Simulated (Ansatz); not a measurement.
# GaNi (Pm-3m): the cell at rest

Aim: bring GaNi (Pm-3m) to small forces and stress, as phonons need.

Calculated with Ansatz 0.2.0; DFT PBEsol, scalar-relativistic, plane waves, PAW.

This is a report of a sequence of runs, with most program output left out.

The database entry behind the starting cell differs from later determinations by our own check (about 0.2 % long), so it need not match the best structure at ambient conditions.

**1. The structure**

Symmetry: Pm-3m, No. 221, cubic system. The conventional cell has a = 2.886 Å, b = 2.886 Å, c = 2.886 Å, α = 90.00°, β = 90.00°, γ = 90.00°. Ga has 8 Ni at 2.50 Å nearest. Nearest to Ni lie 8 Ga at 2.50 Å. Farther neighbours are not listed.

**2. Probe on a coarse mesh**

A quick single point on a coarse mesh tells whether the cell has a gap and how far it is from rest, which sets the k mesh and smearing that follow.

The input, input.yaml:

```yaml
crystal:
  lattice:
    - [2.886, 0.0, 0.0]
    - [0.0, 2.886, 0.0]
    - [0.0, 0.0, 2.886]
  atoms:
    - { symbol: Ga, position: [0.0, 0.0, 0.0] }
    - { symbol: Ni, position: [0.5, 0.5, 0.5] }
kpoints:
  mp_grid: { grid: [6, 6, 6] }
hamiltonian:
  xc: pbesol
scf:
  occupations: { method: gaussian, width: 0.1 }
output:
  forces: true
  stress: true
  eigenvalues: true
```

Run with:

```
$ ansatz run input.yaml --threads 4 --pin off --max-ram 7168MiB --backend cpu --events-out ev --progress --plain --runs-dir out
```

Run time: 0.69 s. Hardware: 4 threads of Arm Neoverse N1, shared host; peak memory 0.28 GiB.

This run has no spin polarisation, although Ni can carry a moment.

Numbers from this step:

* pressure: -1.948 GPa
* volume per atom: 12.02 Å³
* gap on the k-mesh: 0 eV

The coarse mesh shows no gap and a pressure of -1.9 GPa.

**3. Relaxation**

The cell and atoms are relaxed, since residual forces and stress would shift the frequencies.

input.yaml, the sections that differ from step 2:

```yaml
kpoints:
  mp_grid: { grid: [14, 14, 14] }
output:
  forces: true
  stress: true
  eigenvalues: true
  write_density: true
  write_potential: true
  elf: true
  volumetric_format: npy
relax:
  adjacent_minimum: "off"
  f_tol: 0.005
  max_steps: 80
  cell: { stress_tol: 0.05 }
# crystal, hamiltonian, scf: as in step 2
```

Run time: 7.5 s. Hardware: 4 threads; peak memory 0.38 GiB.

The steps of the relaxation:

| step | energy less that of the first step (eV) | largest force component (eV/Å) | pressure (GPa) | volume (Å³) |
| --- | --- | --- | --- | --- |
| 1 | 0.0000 | 0.0000 | -2.31 | 24.04 |
| 2 | -0.0022 | 0.0000 | -0.85 | 23.83 |
| 3 | -0.0025 | 0.0000 | 0.02 | 23.71 |
| 4* | -0.0024 | 0.0000 | 0.03 | 23.71 |

Relaxation steps marked * repeat the geometry before them on a plane-wave basis chosen anew for their cell, so energy and pressure can jump there.

Forces are held to the 48 operations that the run works with; a distortion that breaks them can't arise in this run.

| conventional cell, symmetrised | before | after | change |
| --- | --- | --- | --- |
| a (Å) | 2.886 | 2.873 | -0.5 % |
| b (Å) | 2.886 | 2.873 | -0.5 % |
| c (Å) | 2.886 | 2.873 | -0.5 % |
| volume (Å³/atom) | 12.02 | 11.86 | -1.4 % |

The relaxed structure:

```xyz
2
Lattice="2.8728 0.0000 0.0000 0.0000 2.8728 0.0000 0.0000 0.0000 2.8728" Properties=species:S:1:pos:R:3 pbc="T T T"
Ga    0.0000    0.0000    0.0000
Ni    1.4364    1.4364    1.4364
```

This step gave:

```
pressure        : 0.02818 GPa
volume per atom : 11.86 Å³
```

Electrostatic potential energy in the ac plane at fractional y = 0.500, with atoms of Ni within 0.2 Å of it. With pseudopotentials it is smooth inside the atoms' cores, unlike the true potential.

Values in eV, 15 rows by 15 columns:
```
 16  16  17  17  17  17  17  17  17  17  17  17  17  17  16
 17  17  17  17  16  16  15  14  14  15  16  16  17  17  17
 17  17  17  16  15  12   7   4   4   7  12  15  16  17  17
 18  17  16  15  10   0 -11 -17 -17 -11   0  10  15  16  17
 18  17  16  12   0 -17 -31 -38 -38 -31 -17   0  12  16  17
 18  17  15   7 -11 -31 -45 -52 -52 -45 -31 -11   7  15  17
 18  17  14   4 -17 -38 -52 -52 -52 -52 -38 -17   4  14  17
 18  17  14   4 -17 -38 -52 -52 -52 -52 -38 -17   4  14  17
 18  17  15   7 -11 -31 -45 -52 -52 -45 -31 -11   7  15  17
 18  17  16  12   0 -17 -31 -38 -38 -31 -17   0  12  16  17
 18  17  16  15  10   0 -11 -17 -17 -11   0  10  15  16  17
 17  17  17  16  15  12   7   4   4   7  12  15  16  17  17
 17  17  17  17  16  16  15  14  14  15  16  16  17  17  17
 16  16  17  17  17  17  17  17  17  17  17  17  17  17  16
 16  16  17  17  18  18  18  18  18  18  18  18  17  17  16
```
Columns run along a (2.9 Å; values clipped at the 3rd and 97th percentile), rows up along c (2.9 Å). Atoms in or near the plane, at fractional coordinates: Ni at (0.50, 0.50).

Valence density in the ac plane at fractional y = 0.500, with atoms of Ni within 0.2 Å of it. It is the smooth field of the valence electrons, not physical close to the nuclei.

Ten steps, logarithmic in the rise over the least value, from '_' (0 e/Å³) to '@' (47 e/Å³):
```
______________________________
______________________________
____________........__________
________....::----::....______
________..--++****++--..______
______..::++##%%%%##++::..____
______..--**%%@@@@%%**--..____
______..--**%%@@@@%%**--..____
______..::++##%%%%##++::..____
________..--++****++--..______
________....::----::....______
____________........__________
______________________________
______________________________
______________________________
```
Columns run along a (2.9 Å), rows up along c (2.9 Å). Atoms in or near the plane, at fractional coordinates: Ni at (0.50, 0.50).

ELF in the ac plane at fractional y = 0.500, with atoms of Ni within 0.2 Å of it. It is the smooth field of the valence electrons, not physical close to the nuclei.

Ten even steps from '_' (0.17) to '@' (0.66):
```
--------::::........::::------
------::..____________..::----
----::..________________..::--
--::..______........______..::
::::______..--====--..______::
::..____..--++####++--..____..
::..____..==##@@@@##==..____..
::..____..==##@@@@##==..____..
::..____..--++####++--..____..
::::______..--====--..______::
--::..______........______..::
----::..________________..::--
------::..____________..::----
--------::::........::::------
----------::::::::::::--------
```
Columns run along a (2.9 Å), rows up along c (2.9 Å). Atoms in or near the plane, at fractional coordinates: Ni at (0.50, 0.50).

In this step the volume went from 12.02 to 11.86 Å³/atom.

**4. Tight relaxation**

Phonons need a cell at rest on their own settings, so the relaxation is repeated with tight tolerances on forces and stress, using the mesh and the filling of the phonon run that follows.

The input, input.yaml:

```yaml
crystal:
  lattice:
    - [2.8728435007, 0.0, 0.0]
    - [0.0, 2.8728435007, 0.0]
    - [0.0, 0.0, 2.8728435007]
  atoms:
    - { symbol: Ga, position: [0.0, 0.0, 0.0] }
    - { symbol: Ni, position: [0.5, 0.5, 0.5] }
kpoints:
  mp_grid: { grid: [16, 16, 16] }
hamiltonian:
  xc: pbesol
scf:
  occupations: { method: methfessel_paxton, width: 0.15 }
output:
  forces: true
  stress: true
  eigenvalues: true
relax:
  adjacent_minimum: "off"
  f_tol: 0.001
  max_steps: 60
  cell: { stress_tol: 0.01 }
```

Wall time 6.9 s (4 threads); peak memory 0.39 GiB.

Little changed from the start: no atom moved by 0.005 Å and no cell edge by 0.1 %.

Numbers from this step:

```
pressure : 0.005668 GPa
```

The forces vanish by symmetry and the pressure is 0.006 GPa, within the tolerances set. The cell now holds 11.86 Å³/atom.

**5. What came out**

```yaml
space_group_after_relaxation_within_0p01_a: Pm-3m
lattice_constant_a: 2.873 Å
lattice_constant_b: 2.873 Å
lattice_constant_c: 2.873 Å
volume_per_atom: 11.9 Å³
```

The forces vanish by symmetry and the pressure is 0.006 GPa, within the tolerances set. The cell now holds 11.86 Å³/atom. The relaxation keeps the symmetry of its start, so it says nothing on stability against lower symmetry. The runs are without spin polarisation, although the cell has an odd electron count.

[Logs are printed without paths, hosts, clocks, repeated set-up lines and the standing remarks that a program may print on its own settings, such as how far it seeks lower states.]

[Hosts, paths, dates, database ids (printed as entryN), source tags and the programs' standing remarks are cut or masked in the printed files.]
